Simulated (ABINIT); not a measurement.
# A GW chain in ABINIT: H6PbCNCl3 (Pm)

Wanted: ground state, empty states, screening and self-energy for H6PbCNCl3 (Pm).

Method: PBEsol and many-body steps on it, plane waves, in ABINIT 10.8.3.

## 1. The starting structure

Symmetry: Pm, No. 6, monoclinic system. Conventional cell: a = 5.753 Å, b = 5.765 Å, c = 5.855 Å, α = 90.00°, β = 90.03°, γ = 90.00°. Nearest to H lie 1 C at 1.09 Å. H has 1 C at 1.09 Å nearest. H has 1 N at 1.04 Å nearest. Nearest to Pb lie 6 Cl at 2.88 to 2.99 Å. Nearest to C lie 3 H at 1.09 Å and 1 N at 1.49 Å. Farther neighbours and most contacts between anions are not listed.

The cell and positions are those that the Materials Project relaxed with its own functionals (PBE, PBE+U or r2SCAN), kept fixed. Spin-orbit coupling is left out unless a step names it.

## 2. Ground state

This step: ABINIT 10.8.3; DFT, PBEsol, plane waves, norm-conserving pseudopotentials.

The ground-state density comes first.

Contents of run.abi:

```
acell 3*1.0 Angstrom
rprim 
  5.752832000000 0.000000000000 0.000000000000
  0.000000000000 5.764671000000 0.000000000000
  -0.002604000000 0.000000000000 5.855201000000
ntypat 5
znucl 1 82 6 7 17
natom 12
typat 1 1 1 1 1 1 2 3 4 5 5 5
xred 
  0.879476000000 0.500000000000 0.790423000000
  0.813252000000 0.344072000000 0.047387000000
  0.813252000000 0.655928000000 0.047387000000
  0.229661000000 0.354316000000 0.978538000000
  0.229661000000 0.645684000000 0.978538000000
  0.170957000000 0.500000000000 0.216412000000
  0.473988000000 0.000000000000 0.483874000000
  0.894268000000 0.500000000000 0.976848000000
  0.144932000000 0.500000000000 0.040731000000
  0.427891000000 0.000000000000 0.975558000000
  0.429192000000 0.500000000000 0.520036000000
  0.971826000000 0.000000000000 0.439660000000
pp_dirpath "pseudos"
pseudos "H.upf, Pb.upf, C.upf, N.upf, Cl.upf"
ecut 37
ngkpt 4 4 4
nshiftk 1
shiftk 0 0 0
kptopt 1
chksymbreak 0
nband 39
occopt 1
tolvrs 1e-08
nstep 60
prtwf 0
optforces 0
optstress 0
indata_prefix "in"
outdata_prefix "out"
tmpdata_prefix "tmp"
```

The run is started by

```console
> OMP_NUM_THREADS=1 mpirun -n 8 abinit run.abi > log
```

Numbers of over 12 decimals in the logs are rounded to 6 here.

What it wrote:

```text
.Version 10.8.3 of ABINIT. v10.8.2 released Aug 2026.

 Symmetries : space group Pm (#  6); Bravais mP (primitive monocl.)
================================================================================
 Values of the parameters that define the memory need of the present run
     intxc =       0    ionmov =       0      iscf =       7    lmnmax =       6
     lnmax =       6     mgfft =      64  mpssoang =       3    mqgrid =    3030
     natom =      12  nloc_mem =       1    nspden =       1   nspinor =       1
    nsppol =       1      nsym =       2    n1xccc =    2501    ntypat =       5
    occopt =       1   xclevel =       2
-    mband =          39        mffmem =           1         mkmem =           4
       mpw =       14106          nfft =      230400          nkpt =          30
================================================================================
  Rough estimation (10% accuracy) of disk space for files :
================================================================================

--------------------------------------------------------------------------------
------------- Echo of variables that govern the present computation ------------
--------------------------------------------------------------------------------
 -outvars: echo values of preprocessed input variables --------
            acell      1.8897261259E+00  1.8897261259E+00  1.8897261259E+00 Bohr

      chksymbreak           0
             ecut      3.70000000E+01 Hartree
-          fftalg         312

              ixc     -116133
              kpt      0.00000000E+00  0.00000000E+00  0.00000000E+00
                       2.50000000E-01  0.00000000E+00  0.00000000E+00
                       5.00000000E-01  0.00000000E+00  0.00000000E+00
                       0.00000000E+00  2.50000000E-01  0.00000000E+00
                       2.50000000E-01  2.50000000E-01  0.00000000E+00
                       5.00000000E-01  2.50000000E-01  0.00000000E+00
                       0.00000000E+00  5.00000000E-01  0.00000000E+00
                       2.50000000E-01  5.00000000E-01  0.00000000E+00
                       5.00000000E-01  5.00000000E-01  0.00000000E+00
   [... 19 further rows ...]
                       2.50000000E-01  5.00000000E-01  5.00000000E-01
                       5.00000000E-01  5.00000000E-01  5.00000000E-01
         kptrlatt        4    0    0      0    4    0      0    0    4
          kptrlen      4.34851077E+01
P           mkmem           4
            natom          12
            nband          39
            ngfft          60      60      64
             nkpt          30
            nstep          60
             nsym           2
           ntypat           5
              occ      2.000000  2.000000  2.000000  2.000000  2.000000  2.000000
                       2.000000  2.000000  2.000000  2.000000  2.000000  2.000000
                       2.000000  2.000000  2.000000  2.000000  2.000000  2.000000
                       2.000000  2.000000  2.000000  2.000000  2.000000  2.000000
                       2.000000  2.000000  2.000000  2.000000  2.000000  0.000000
                       0.000000  0.000000  0.000000  0.000000  0.000000  0.000000
[...]
optforces           0
        optstress           0
            prtwf           0
            rprim      5.7528320000E+00  0.0000000000E+00  0.0000000000E+00
[...]
spgroup           6

           tolvrs      1.00000000E-08

             xred      8.7947600000E-01  5.0000000000E-01  7.9042300000E-01
[...]
znucl        1.00000   82.00000    6.00000    7.00000   17.00000

================================================================================

 chkinp: Checking input parameters for consistency.

================================================================================
== DATASET  1 ==================================================================
-   mpi_nproc: 8, omp_nthreads: 1 (-1 if OMP is not activated)

--- !DatasetInfo
iteration_state: {dtset: 1, }
dimensions: {natom: 12, nkpt: 30, mband: 39, nsppol: 1, nspinor: 1, nspden: 1, mpw: 14106, }
cutoff_energies: {ecut:  37.0, pawecutdg:  -1.0, }
electrons: {nelect:   5.80000000E+01, charge:   0.00000000E+00, occopt:   1.00000000E+00, tsmear:   1.00000000E-02, }

 Real(R)+Recip(G) space primitive vectors, cartesian coordinates (Bohr,Bohr^-1):
 R(1)= 10.8712769  0.0000000  0.0000000  G(1)=  0.0919855  0.0000000  0.0000409
 R(2)=  0.0000000 10.8936494  0.0000000  G(2)=  0.0000000  0.0917966  0.0000000
 R(3)= -0.0049208  0.0000000 11.0647263  G(3)=  0.0000000  0.0000000  0.0903773
 Unit cell volume ucvol=  1.3103721E+03 bohr^3
 Angles (23,13,12)=  9.00000000E+01  9.00254813E+01  9.00000000E+01 degrees

 getcut: wavevector=  0.0000  0.0000  0.0000  ngfft=  60  60  64
         ecut(hartree)=     37.000   => boxcut(ratio)=   2.01146

--- Pseudopotential description ------------------------------------------------
- H Generated using ONCVPSP code by D. R. Hamann
-  1.00000   1.00000  180301                  znucl, zion, pspdat
12 -116133 1 -1 1180                          pspcod,pspxc,lmax,lloc,mmax
     nproj     2     1     0
  pspatm : epsatm=    0.35585368
         --- l  ekb(1:nproj) -->
[...]
1   -0.494138
[...]
pspatm: atomic psp has been read  and splines computed

   3.81994213E+03                                ecore*ucvol(ha*bohr**3)
--------------------------------------------------------------------------------

_setup2: Arith. and geom. avg. npw (full set) are   14085.578   14085.569

================================================================================

--- !BeginCycle
iteration_state: {dtset: 1, }
solver: {iscf: 7, nstep: 60, nline: 4, wfoptalg: 0, }
tolerances: {tolvrs: 1.00E-08, }

     iter   Etot(hartree)      deltaE(h)  residm     vres2
 ETOT  1  -278.22386680516    -2.782E+02 1.634E-01 1.185E+03
 ETOT  2  -278.68591519014    -4.620E-01 7.453E-03 1.364E+02
 ETOT  3  -278.71771292105    -3.180E-02 1.256E-02 4.403E+01
 ETOT  4  -278.71984699982    -2.134E-03 2.653E-03 9.635E+00
 ETOT  5  -278.72018980805    -3.428E-04 2.212E-03 2.972E+00
 ETOT  6  -278.72033032194    -1.405E-04 1.147E-03 5.166E-01
 ETOT  7  -278.72034502915    -1.471E-05 3.190E-03 2.411E-02
 ETOT  8  -278.72034687361    -1.844E-06 7.746E-04 2.515E-03
 ETOT  9  -278.72034698316    -1.096E-07 1.424E-03 1.776E-04
 ETOT 10  -278.72034699058    -7.416E-09 4.513E-04 1.635E-05
 ETOT 11  -278.72034699089    -3.099E-10 5.726E-04 4.588E-06
 ETOT 12  -278.72034699102    -1.286E-10 7.037E-04 9.723E-07
 ETOT 13  -278.72034699104    -2.501E-11 7.130E-04 2.401E-07
 ETOT 14  -278.72034699103     1.040E-11 5.944E-04 2.764E-08
 ETOT 15  -278.72034699107    -3.320E-11 5.020E-04 4.457E-09

 At SCF step   15       vres2   =  4.46E-09 < tolvrs=  1.00E-08 =>converged.

--- !ResultsGS
iteration_state: {dtset: 1, }
comment   : Summary of ground state results
lattice_vectors:
- [ 10.8712769,   0.0000000,   0.0000000, ]
- [  0.0000000,  10.8936494,   0.0000000, ]
- [ -0.0049208,   0.0000000,  11.0647263, ]
lattice_lengths: [  10.87128,   10.89365,   11.06473, ]
lattice_angles: [ 90.000,  90.025,  90.000, ] # degrees, (23, 13, 12)
lattice_volume:   1.3103721E+03
convergence: {deltae: -3.320E-11, res2:  4.457E-09, residm:  5.020E-04, diffor:  0.000E+00, }
etotal    :  -2.78720347E+02
entropy   :   0.00000000E+00
fermie    :   2.30585142E-02
cartesian_stress_tensor: null
pressure_GPa: null
xred      :
- [  8.7948E-01,   5.0000E-01,   7.9042E-01,  H]
- [  8.1325E-01,   3.4407E-01,   4.7387E-02,  H]
- [  8.1325E-01,   6.5593E-01,   4.7387E-02,  H]
- [  2.2966E-01,   3.5432E-01,   9.7854E-01,  H]
- [  2.2966E-01,   6.4568E-01,   9.7854E-01,  H]
- [  1.7096E-01,   5.0000E-01,   2.1641E-01,  H]
- [  4.7399E-01,   0.0000E+00,   4.8387E-01, Pb]
- [  8.9427E-01,   5.0000E-01,   9.7685E-01,  C]
- [  1.4493E-01,   5.0000E-01,   4.0731E-02,  N]
- [  4.2789E-01,   0.0000E+00,   9.7556E-01, Cl]
- [  4.2919E-01,   5.0000E-01,   5.2004E-01, Cl]
- [  9.7183E-01,   0.0000E+00,   4.3966E-01, Cl]
cartesian_forces: null
force_length_stats: {min: null, max: null, mean: null, }

 Integrated electronic density in atomic spheres:
 ------------------------------------------------
 Atom  Sphere_radius  Integrated_density
[...]
================================================================================

 ----iterations are completed or convergence reached----

 Mean square residual over all n,k,spin=   11.014E-07; max=  50.198E-05
 reduced coordinates (array xred) for   12 atoms
[...]
0.894268000000      0.500000000000      0.976848000000
       0.144932000000      0.500000000000      0.040731000000
       0.427891000000      0.000000000000      0.975558000000
       0.429192000000      0.500000000000      0.520036000000
       0.971826000000      0.000000000000      0.439660000000
 rms dE/dt=  0.0000E+00; max dE/dt=  0.0000E+00; dE/dt below (all hartree)
    1       0.000000000000      0.000000000000      0.000000000000
    2       0.000000000000      0.000000000000      0.000000000000
    3       0.000000000000      0.000000000000      0.000000000000
    4       0.000000000000      0.000000000000      0.000000000000
    5       0.000000000000      0.000000000000      0.000000000000
    6       0.000000000000      0.000000000000      0.000000000000
    7       0.000000000000      0.000000000000      0.000000000000
    8       0.000000000000      0.000000000000      0.000000000000
    9       0.000000000000      0.000000000000      0.000000000000
   10       0.000000000000      0.000000000000      0.000000000000
[...]
cartesian coordinates (angstrom) at end:
[...]
8      5.142030     2.882335     5.719641
    9      0.833663     2.882335     0.238488
   10      2.459045     0.000000     5.712088
   11      2.467715     2.882335     3.044915
   12      5.589607     0.000000     2.574298
 length scales=  1.889726125908  1.889726125908  1.889726125908 bohr
              =  1.000000000000  1.000000000000  1.000000000000 angstroms
 prteigrs : about to open file out_EIG
 Fermi (or HOMO) energy (hartree) =   0.02306   Average Vxc (hartree)=  -0.29285
 Eigenvalues (hartree) for nkpt=  30  k points:
 kpt#   1, nband= 39, wtk=  0.01563, kpt=  0.0000  0.0000  0.0000 (reduced coord)
  -5.08766   -2.94317   -2.94286   -2.94218   -0.67869   -0.57280   -0.57152   -0.56838
  -0.56756   -0.56724   -0.49554   -0.47703   -0.46360   -0.42362   -0.29521   -0.28891
  -0.22029   -0.20982   -0.13893   -0.13859   -0.10951   -0.10925   -0.10202   -0.05003
  -0.04538   -0.04397   -0.03885   -0.02663   -0.02565    0.18745    0.22214    0.22828
   0.24399    0.24991    0.26297    0.26694    0.30413    0.30890    0.32338
 prteigrs : prtvol=0 or 1, do not print more k-points.

--- !EnergyTerms
iteration_state     : {dtset: 1, }
comment             : Components of total free energy in Hartree
kinetic             :  9.02173690996790E+01
hartree             :  1.02596176983359E+02
xc                  : -5.41799090247884E+01
Ewald energy        : -1.26206940000036E+02
psp_core            :  2.91515838356355E+00
local_psp           : -3.12454514599005E+02
non_local_psp       :  1.83923121661612E+01
total_energy        : -2.78720346991067E+02
total_energy_eV     : -7.58436701658776E+03
band_energy         : -4.21652597333271E+01

== END DATASET(S) ==============================================================
================================================================================

 -outvars: echo values of variables after computation  --------
           etotal     -2.7872034699E+02
            nband          39
             nkpt          30
          spgroup           6
 [... the other variables as echoed above ...]

 Calculation completed.
```

Run time: 2.2 min. Hardware: 8 MPI ranks of AMD EPYC 7B13 (Zen 3), shared host; peak memory 1.3 GiB.

Numbers from this step:

```
total energy               : -7584.3670 eV
gap                        : 2.463 eV
k of the valence top       : 0.5, 0.5, 0.5
k of the conduction bottom : 0.5, 0.5, 0.5
least direct gap           : 2.463 eV
```

The gap is direct, at (0.500, 0.500, 0.500).

[end of part 1 of 3]

[Paths, hosts, dates, memory and timing lines, banners, echoed tables and standing remarks are left out of the program output.]

[Logs are printed without paths, hosts, clocks, repeated set-up lines and the standing remarks that a program may print on its own settings, such as how far it seeks lower states.]

[Runs of the session that timed out or met a known fault of the program may be left out.]

[Hosts, paths, dates, database ids (printed as entryN), source tags and the programs' standing remarks are cut or masked in the printed files.]

[G0W0 gaps are taken among the corrected bands and points alone; a level outside them can change the order at an edge.]

[Where Ansatz stands beside ABINIT at settings called matched, ABINIT's density can come from a denser mesh and the files from another edition; pairs whose starting gaps differed by over 0.03 eV were left out, so agreement reads better than it is.]
